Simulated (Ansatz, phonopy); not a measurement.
# How KF (Carobbiite, Fm-3m) expands on warming, part 3 of 5

Wanted: α(T), C_P(T) and B(T) of KF (Carobbiite) in the quasi-harmonic approximation.

What experiment has found for this phase:
- volume expansion coefficient 104.4 1e-6/K and heat capacity C_P per formula unit 49 J/mol/K near room temperature (given in “High-Throughput Prediction of Finite-Temperature Properties using the Quasi-Harmonic Approximation”, 2016, arXiv:1603.06924)
- volume expansion coefficient 95.1 1e-6/K near room temperature (given in “Descriptors for thermal expansion in solids”, 2017, arXiv:1701.03966)

Ansatz 0.2.0; DFT LDA, scalar-relativistic, plane waves, PAW (the session's first sound run).

So far. Step 2 (Probe on a coarse mesh): The start is under -3.5 GPa at this level and looks like an insulator or semiconductor on this mesh. Step 5 (Relaxing to small residual forces and stress): The residual pressure is 3.7e-5 GPa, small enough for phonons.

## Step 6: Phonons on strained cells, functional LDA, q-mesh 2×2×2

Thermal expansion follows from how the free energy of the vibrations (and of the electrons in a metal) changes with strain, so the program makes strained cells, their phonons and a fit in one run.

File input.yaml:

```yaml
crystal:
  lattice:
    - [0.0, 2.5810700582, 2.5810700582]
    - [2.5810700582, 0.0, 2.5810700582]
    - [2.5810700582, 2.5810700582, 0.0]
  atoms:
    - { symbol: K, position: [0.0, 0.0, 0.0] }
    - { symbol: F, position: [0.5, 0.5, 0.5] }
kpoints:
  mp_grid: { grid: [8, 8, 8] }
hamiltonian:
  xc: lda
scf:
  occupations: { method: fixed }
output:
  eigenvalues: true
phonons:
  method: dfpt
  qmesh: [2, 2, 2]
  temperatures: { t_max: 800.0, t_step: 50 }
  thermal_expansion: {}
```

Started as:

```console
$ ansatz run input.yaml --threads 4 --pin off --max-ram 16384MiB --backend cpu --events-out ev --progress --plain --runs-dir out
```

Numbers of over 12 decimals in the logs are rounded to 6 here.

Output:

```text
[...]
Crystal: 2 atoms, lattice volume = 34.390 Å³
Basis set: ecut = 487.2 eV, 869 PW (Γ), exchange–correlation on 54×54×54 points (8 copies of the dense FFT grid, shifted against one another)
Bands: 12, of which v1, the nominal top of the filled ones, is band 8 counted from 1 (7 counted from 0)
Symmetry: 48 space group operations
[...]
k-points: 29 of 512
[...]
SCF iter   1: F=—  HF=-2292.807424 eV  |F-HF|=—  |Δ(HF+E_count)|=         —  Δρ=1.59e-2  dr2=6.58e-2  ethr=1.77e-3  ⟨swp⟩=4.0  Hψ=1878  notcnv=0  defer=46
[...]
SCF iter   8: F=-2292.786284 eV  HF=-2292.786284 eV  |F-HF|=7.73e-12  |Δ(HF+E_count)|=  1.02e-10  Δρ=1.98e-7  dr2=8.28e-12  ethr=1.00e-12  ⟨swp⟩=6.9  Hψ=1913  notcnv=0
SCF 1 converged in 8 iterations: F = -2292.786284 eV  dr2 = 8.28e-12
[...]
relax step   1: F+E_penalty+E_count = -2292.78628417 eV  Δ(F+E_penalty+E_count) = +0.000e0 eV  max|allowed force component| = 1.637e-29 eV/Å  Δτ_max = 0.0000 Å  (8 SCF iters, accepted)
SCF converged after 8 iterations
Free energy (F): -2292.786284 eV
[...]
Internal energy: -2292.786284 eV  (E = F + TS)
E sigma→0 (E₀):  -2292.786284 eV
Fermi energy:    1.777896 eV
[...]
--- Stress (GPa, compression-positive) ---
        0.003638       0.000000       0.000000
       -0.000000       0.003638       0.000000
        0.000000       0.000000       0.003638
  P = ⅓ Tr σ = 0.0036 GPa (0.036 kbar)
--- Band table (eV; the first three rows and the last of 29) ---
  k-point 0: bands = [... 4 lower, -6.9725, 1.7779, 1.7779, 1.7779, 8.1458, 12.5743, 12.5743, 12.5743]
  k-point 1: bands = [... 4 lower, -6.9791, 1.6037, 1.7065, 1.7065, 8.6275, 12.2865, 12.8118, 12.8118]
  k-point 2: bands = [... 4 lower, -6.9947, 1.2392, 1.5388, 1.5388, 9.7879, 11.9373, 13.4093, 13.4093]
  k-point 28: bands = [... 4 lower, -7.0766, 1.2631, 1.6605, 1.6605, 11.5732, 11.5732, 13.4422, 15.7630]
── thermal expansion: 3 new cells, 3 in all ──
thermal expansion: relaxation of cell 2
thermal expansion: relaxation of cell 3
── thermal expansion: 2 new cells, 5 in all ──
thermal expansion: relaxation of cell 4
thermal expansion: lower-state search of cell 4
thermal expansion: phonons of cell 4
thermal expansion: relaxation of cell 5
thermal expansion: phonons of cell 5
── thermal expansion: 8 new cells, 13 in all ──
thermal expansion: relaxation of cell 6
thermal expansion: relaxation of cell 7
thermal expansion: relaxation of cell 8
thermal expansion: relaxation of cell 9
thermal expansion: relaxation of cell 10
thermal expansion: relaxation of cell 11
thermal expansion: relaxation of cell 12
thermal expansion: relaxation of cell 13
thermal expansion: phonons of cell 6
thermal expansion: phonons of cell 7
thermal expansion: phonons of cell 8
thermal expansion: phonons of cell 9
thermal expansion: phonons of cell 10
WARN: thermal expansion: narrow_supercell: the supercell is narrow for a crystal that has a band gap and may be polar, so the expansion can be far off: type phonons.supercell or phonons.qmesh [3, 3, 3] or more in a new run
--- Relaxed structure (1 steps of the walk, 1 accepted, 0 SCFs on fresh bases) ---
  F+E_penalty+E_count = -2292.78628417 eV   max|allowed force component| = 1.637e-29 eV/Å
  atoms:
    - { symbol: K, position: [0.0, 0.0, 0.0] }
    - { symbol: F, position: [0.5, 0.5, 0.5] }
--- Thermal expansion: 13 cells in 3 rounds, 0 GPa ---
  no lower state was reached at cell 4
  without vibrations: a 3.65030, b 3.65030, c 3.65030 Å, V 34.3930 Å³, B 43.72 GPa
  at 0 K: a 3.66484, b 3.66484, c 3.66484 Å, V 34.8056 Å³, B 41.91 GPa
  zero-point expansion: a +0.398, b +0.398, c +0.398, V +1.200 %
      T/K        a/Å        b/Å        c/Å       V/Å³ | expansion of a, b, c, V (1e-6/K)   | that of V in the mean from 25 °C | C_P, C_V (J/mol K of the cell) | B_T, B_S (GPa)
     0.00    3.66484    3.66484    3.66484    34.8056 |    0.00    0.00    0.00    0.00 |   58.58 |     0.000     0.000 |    41.91    41.91
   100.00    3.66713    3.66713    3.66713    34.8711 |   16.87   16.87   16.87   50.62 |   78.82 |    30.702    30.481 |    41.09    41.39
   200.00    3.67562    3.67562    3.67562    35.1138 |   27.41   27.41   27.41   82.22 |   89.30 |    44.706    43.592 |    38.97    39.97
   298.15    3.68643    3.68643    3.68643    35.4243 |   32.07   32.07   32.07   96.20 |       - |    49.125    46.968 |    36.64    38.33
   350.00    3.69275    3.69275    3.69275    35.6071 |   34.09   34.09   34.09  102.27 |   99.51 |    50.552    47.778 |    35.35    37.40
   450.00    3.70609    3.70609    3.70609    35.9942 |   38.07   38.07   38.07  114.20 |  105.95 |    52.801    48.641 |    32.70    35.50
   550.00    3.72107    3.72107    3.72107    36.4324 |   42.79   42.79   42.79  128.38 |  113.00 |    55.014    49.082 |    29.83    33.43
   650.00    3.73814    3.73814    3.73814    36.9362 |   49.11   49.11   49.11  147.32 |  121.30 |    57.687    49.336 |    26.62    31.12
   750.00    3.75818    3.75818    3.75818    37.5334 |   58.56   58.56   58.56  175.69 |  131.76 |    61.490    49.495 |    22.92    28.48
   800.00    3.76983    3.76983    3.76983    37.8834 |   65.56   65.56   65.56  196.67 |  138.32 |    64.239    49.554 |    20.80    26.97
  the static fit leaves 0.001 meV an atom of the energies and, of the stresses, 0.000 GPa of each cell's largest along a strain (root mean squares over the cells), whose Pulay part it has at -0.011 GPa
  vibrations' free energy: its fit leaves 0.0002 meV an atom at the most
  the electrons' free energy at temperature is not in it: every band gap is over 0.83 eV
  free energies summed between the sampled wave vectors
  estimated error of the fitted expansion in any direction: up to 1.299e-6/K, at 800 K (an estimate, not a bound: it was exceeded on models of known expansion)
  by sums over the sampled wave vectors an expansion of the volume parts by up to 6.00e-6/K
  by a static energy of one degree less an expansion of the volume parts by up to 0.91e-6/K
  the FFT grids of the static calculations differ: 27 × 27 × 27, 30 × 30 × 30
  band gaps on the cells' k-points are 5.664 to 6.542 eV
  narrow_supercell: the supercell is narrow for a crystal that has a band gap and may be polar, so the expansion can be far off: type phonons.supercell or phonons.qmesh [3, 3, 3] or more in a new run
```

Wall time 1.8 min (4 threads of Arm Neoverse V1, shared host); peak memory 0.53 GiB.

Numbers from this step:

```
pressure                                         : 0.003638 GPa
volume expansion coefficient at 298 K            : 96.20 1e-6/K
C_P at 298 K                                     : 24.56 J/mol-atom/K
entropy at 298 K                                 : 32.31 J/mol-atom/K
isothermal bulk modulus at 298 K                 : 36.64 GPa
Grüneisen parameter at 298 K                     : 1.601
volume at 298 K                                  : 17.71 Å³/atom
principal linear expansion coefficients at 298 K : 32.07, 32.07, 32.07 1e-6/K
```

Strained cells of the study; zero-point energy where phonons were solved; the pressures are stresses at a fixed cutoff and can carry an offset from the finite basis. Expansion cells, by row:

| cell | \|a\| (Å) | \|b\| (Å) | \|c\| (Å) | V (Å³/atom) | E - E_lowest (meV/atom) | pressure, compression positive (GPa) | gap (eV) | zero-point energy (meV/atom) |
| --- | --- | --- | --- | --- | --- | --- | --- | --- |
| 1 | 3.65 | 3.65 | 3.65 | 17.19 | 0 | -0.007 | 6.368 | - |
| 2 | 3.679 | 3.679 | 3.679 | 17.61 | 1.3 | -0.992 | 6.232 | - |
| 3 | 3.621 | 3.621 | 3.621 | 16.79 | 1.384 | 1.102 | 6.508 | - |
| 4 | 3.651 | 3.651 | 3.651 | 17.2 | 0.001 | -0.024 | 6.366 | 33.05 |
| 5 | 3.669 | 3.669 | 3.669 | 17.46 | 0.536 | -0.652 | 6.28 | 32.22 |
| 6 | 3.677 | 3.677 | 3.677 | 17.58 | 1.107 | -0.919 | 6.242 | 31.86 |
| 7 | 3.704 | 3.704 | 3.704 | 17.96 | 4.275 | -1.72 | 6.123 | 30.68 |
| 8 | 3.731 | 3.731 | 3.731 | 18.36 | 9.375 | -2.435 | 6.006 | 29.51 |
| 9 | 3.758 | 3.758 | 3.758 | 18.76 | 16.27 | -3.068 | 5.893 | 28.35 |
| 10 | 3.785 | 3.785 | 3.785 | 19.17 | 24.85 | -3.628 | 5.782 | 27.2 |
| 11 | 3.614 | 3.614 | 3.614 | 16.69 | 2.123 | 1.384 | 6.542 | - |
| 12 | 3.632 | 3.632 | 3.632 | 16.95 | 0.513 | 0.654 | 6.453 | - |
| 13 | 3.815 | 3.815 | 3.815 | 19.63 | 36.13 | -4.168 | 5.664 | - |

Quasi-harmonic; a, b, c are the run's own cell vectors. Expansion, by row:

| T (K) | a (Å) | b (Å) | c (Å) | alpha (deg) | beta (deg) | gamma (deg) | cell volume (Å³/cell) | alpha_a (1e-6/K) | alpha_b (1e-6/K) | alpha_c (1e-6/K) | alpha_V (1e-6/K) | C_P (J/mol-atom/K) | C_V (J/mol-atom/K) | S (J/mol-atom/K) | B_T (GPa) | B_S (GPa) | Grueneisen | extrapolation | fit error (1e-6/K) |
| --- | --- | --- | --- | --- | --- | --- | --- | --- | --- | --- | --- | --- | --- | --- | --- | --- | --- | --- | --- |
| 0 | 3.665 | 3.665 | 3.665 | 60 | 60 | 60 | 34.81 | 0 | 0 | 0 | 0 | 0 | 0 | 0 | 41.91 | 41.91 | - | 0 | 0 |
| 50 | 3.665 | 3.665 | 3.665 | 60 | 60 | 60 | 34.81 | 4.97 | 4.97 | 4.97 | 14.9 | 5.859 | 5.854 | 2.299 | 41.8 | 41.83 | 1.115 | 0 | 0.01 |
| 100 | 3.667 | 3.667 | 3.667 | 60 | 60 | 60 | 34.87 | 16.87 | 16.87 | 16.87 | 50.62 | 15.35 | 15.24 | 9.571 | 41.09 | 41.39 | 1.433 | 0 | 0.03 |
| 150 | 3.671 | 3.671 | 3.671 | 60 | 60 | 60 | 34.98 | 23.6 | 23.6 | 23.6 | 70.81 | 20.03 | 19.71 | 16.8 | 40.08 | 40.72 | 1.516 | 0 | 0.04 |
| 200 | 3.676 | 3.676 | 3.676 | 60 | 60 | 60 | 35.11 | 27.41 | 27.41 | 27.41 | 82.22 | 22.35 | 21.8 | 22.91 | 38.97 | 39.97 | 1.554 | 0 | 0.03 |
| 250 | 3.681 | 3.681 | 3.681 | 60 | 60 | 60 | 35.27 | 30.02 | 30.02 | 30.02 | 90.05 | 23.69 | 22.88 | 28.06 | 37.8 | 39.15 | 1.58 | 0 | 0.03 |
| 298.1 | 3.686 | 3.686 | 3.686 | 60 | 60 | 60 | 35.42 | 32.07 | 32.07 | 32.07 | 96.2 | 24.56 | 23.48 | 32.31 | 36.64 | 38.33 | 1.601 | 0 | 0.06 |
| 300 | 3.687 | 3.687 | 3.687 | 60 | 60 | 60 | 35.43 | 32.14 | 32.14 | 32.14 | 96.42 | 24.59 | 23.5 | 32.46 | 36.6 | 38.29 | 1.602 | 0 | 0.06 |
| 350 | 3.693 | 3.693 | 3.693 | 60 | 60 | 60 | 35.61 | 34.09 | 34.09 | 34.09 | 102.3 | 25.28 | 23.89 | 36.3 | 35.35 | 37.4 | 1.622 | 0 | 0.1 |
| 400 | 3.699 | 3.699 | 3.699 | 60 | 60 | 60 | 35.79 | 36.03 | 36.03 | 36.03 | 108.1 | 25.86 | 24.14 | 39.72 | 34.05 | 36.47 | 1.643 | 0 | 0.13 |
| 450 | 3.706 | 3.706 | 3.706 | 60 | 60 | 60 | 35.99 | 38.07 | 38.07 | 38.07 | 114.2 | 26.4 | 24.32 | 42.8 | 32.7 | 35.5 | 1.664 | 0 | 0.13 |
| 500 | 3.713 | 3.713 | 3.713 | 60 | 60 | 60 | 36.21 | 40.29 | 40.29 | 40.29 | 120.9 | 26.94 | 24.45 | 45.61 | 31.3 | 34.49 | 1.687 | 0 | 0.09 |
| 550 | 3.721 | 3.721 | 3.721 | 60 | 60 | 60 | 36.43 | 42.79 | 42.79 | 42.79 | 128.4 | 27.51 | 24.54 | 48.2 | 29.83 | 33.43 | 1.712 | 0 | 0.09 |
| 600 | 3.729 | 3.729 | 3.729 | 60 | 60 | 60 | 36.67 | 45.68 | 45.68 | 45.68 | 137.1 | 28.13 | 24.61 | 50.62 | 28.27 | 32.31 | 1.738 | 0 | 0.21 |
| 650 | 3.738 | 3.738 | 3.738 | 60 | 60 | 60 | 36.94 | 49.11 | 49.11 | 49.11 | 147.3 | 28.84 | 24.67 | 52.9 | 26.62 | 31.12 | 1.768 | 0 | 0.36 |
| 700 | 3.748 | 3.748 | 3.748 | 60 | 60 | 60 | 37.22 | 53.28 | 53.28 | 53.28 | 159.8 | 29.69 | 24.71 | 55.07 | 24.84 | 29.85 | 1.801 | 0 | 0.42 |
| 750 | 3.758 | 3.758 | 3.758 | 60 | 60 | 60 | 37.53 | 58.56 | 58.56 | 58.56 | 175.7 | 30.75 | 24.75 | 57.15 | 22.92 | 28.48 | 1.839 | 0 | 0.13 |
| 800 | 3.77 | 3.77 | 3.77 | 60 | 60 | 60 | 37.88 | 65.56 | 65.56 | 65.56 | 196.7 | 32.12 | 24.78 | 59.17 | 20.8 | 26.97 | 1.884 | 0 | 1.3 |

The expansion coefficient by temperature; values in 1e-6/K:

| temperature (K) | volume | principal 1 |
| --- | --- | --- |
| 0 | 0 | 0 |
| 50 | 14.9 | 4.97 |
| 100 | 50.6 | 16.9 |
| 150 | 70.8 | 23.6 |
| 200 | 82.2 | 27.4 |
| 250 | 90.0 | 30.0 |
| 298 | 96.2 | 32.1 |
| 300 | 96.4 | 32.1 |
| 350 | 102 | 34.1 |
| 400 | 108 | 36.0 |
| 450 | 114 | 38.1 |
| 500 | 121 | 40.3 |
| 550 | 128 | 42.8 |
| 600 | 137 | 45.7 |
| 650 | 147 | 49.1 |
| 700 | 160 | 53.3 |
| 750 | 176 | 58.6 |
| 800 | 197 | 65.6 |

At 298 K the volume expansion is 96.2 × 10⁻⁶/K and B_T is 36.6 GPa. The log warns that this q-mesh is too narrow, so the figure can be far off. The program raised the cutoff to 487.2 eV by itself: with no cutoff typed, the study takes about 1.16 times the default for its relaxations and scales it with the volume for the phonons.

## Step 7: Free-energy fit

This step: DFT LDA, scalar-relativistic, plane waves, PAW (phonopy 4.10.0).

Numbers from this step:

| Quantity | Value |
| --- | --- |
| volume expansion coefficient at 300 K | 96.19 1e-6/K |
| isothermal bulk modulus at 300 K | 36.62 GPa |
| C_P at 300 K | 24.66 J/mol-atom/K |
| Grüneisen parameter at 300 K | 1.599 |

The energy (each curve on its own zero) by volume; values in meV/atom:

| volume (Å³/atom) | static | F at 0 K | F at 300 K | F at 800 K |
| --- | --- | --- | --- | --- |
| 17.201 | 0 | 2.64 | 6.61 | 16.7 |
| 17.461 | 0.54 | 2.35 | 5.23 | 12.4 |
| 17.578 | 1.11 | 2.55 | 4.92 | 10.8 |
| 17.963 | 4.27 | 4.54 | 5.18 | 6.63 |
| 18.357 | 9.37 | 8.47 | 7.25 | 4.04 |
| 18.759 | 16.3 | 14.2 | 11.0 | 2.85 |
| 19.170 | 24.9 | 21.6 | 16.2 | 2.91 |

Phonopy-qha, vinet fit of F(V) at each temperature. Qha vinet, by row:

| T (K) | fitted volume (Å³/atom) | alpha_V (1e-6/K) | B_T (GPa) | C_P (J/mol-atom/K) | Grueneisen |
| --- | --- | --- | --- | --- | --- |
| 100 | 17.44 | 47.79 | 41.13 | 14.95 | 1.354 |
| 150 | 17.49 | 69.28 | 40.14 | 20.03 | 1.486 |
| 200 | 17.56 | 81.48 | 39.03 | 22.43 | 1.542 |
| 250 | 17.63 | 89.63 | 37.85 | 23.78 | 1.575 |
| 300 | 17.71 | 96.19 | 36.62 | 24.66 | 1.599 |
| 350 | 17.8 | 102.2 | 35.34 | 25.34 | 1.621 |
| 400 | 17.9 | 108.2 | 34.01 | 25.91 | 1.643 |
| 450 | 18 | 114.6 | 32.62 | 26.45 | 1.665 |
| 500 | 18.1 | 121.5 | 31.18 | 26.99 | 1.689 |
| 550 | 18.22 | 129.2 | 29.69 | 27.56 | 1.715 |
| 600 | 18.34 | 138.1 | 28.13 | 28.18 | 1.744 |
| 650 | 18.47 | 148.4 | 26.52 | 28.9 | 1.775 |
| 700 | 18.61 | 160.6 | 24.83 | 29.74 | 1.809 |
| 750 | 18.77 | 175.3 | 23.08 | 30.75 | 1.847 |

Table of volume expansion coefficient by temperature; values in 1e-6/K:

| temperature (K) | phonopy-qha, Vinet | Ansatz's own study |
| --- | --- | --- |
| 100 | 47.8 | 50.6 |
| 150 | 69.3 | 70.8 |
| 200 | 81.5 | 82.2 |
| 250 | 89.6 | 90.0 |
| 300 | 96.2 | 96.4 |
| 350 | 102 | 102 |
| 400 | 108 | 108 |
| 450 | 115 | 114 |
| 500 | 121 | 121 |
| 550 | 129 | 128 |
| 600 | 138 | 137 |
| 650 | 148 | 147 |
| 700 | 161 | 160 |
| 750 | 175 | 176 |

The fit gives a volume expansion of 96.2 × 10⁻⁶/K at 300 K, against 96.2 at 298 K from the study itself, whose static fit uses more cells.

(Part 3 of 5 ends here.)

[Logs are printed without paths, hosts, clocks, repeated set-up lines and the standing remarks that a program may print on its own settings, such as how far it seeks lower states.]

[Hosts, paths, dates, database ids (printed as entryN), source tags and the programs' standing remarks are cut or masked in the printed files.]

[A step with changed settings may run another functional than the one named; its input shows which.]
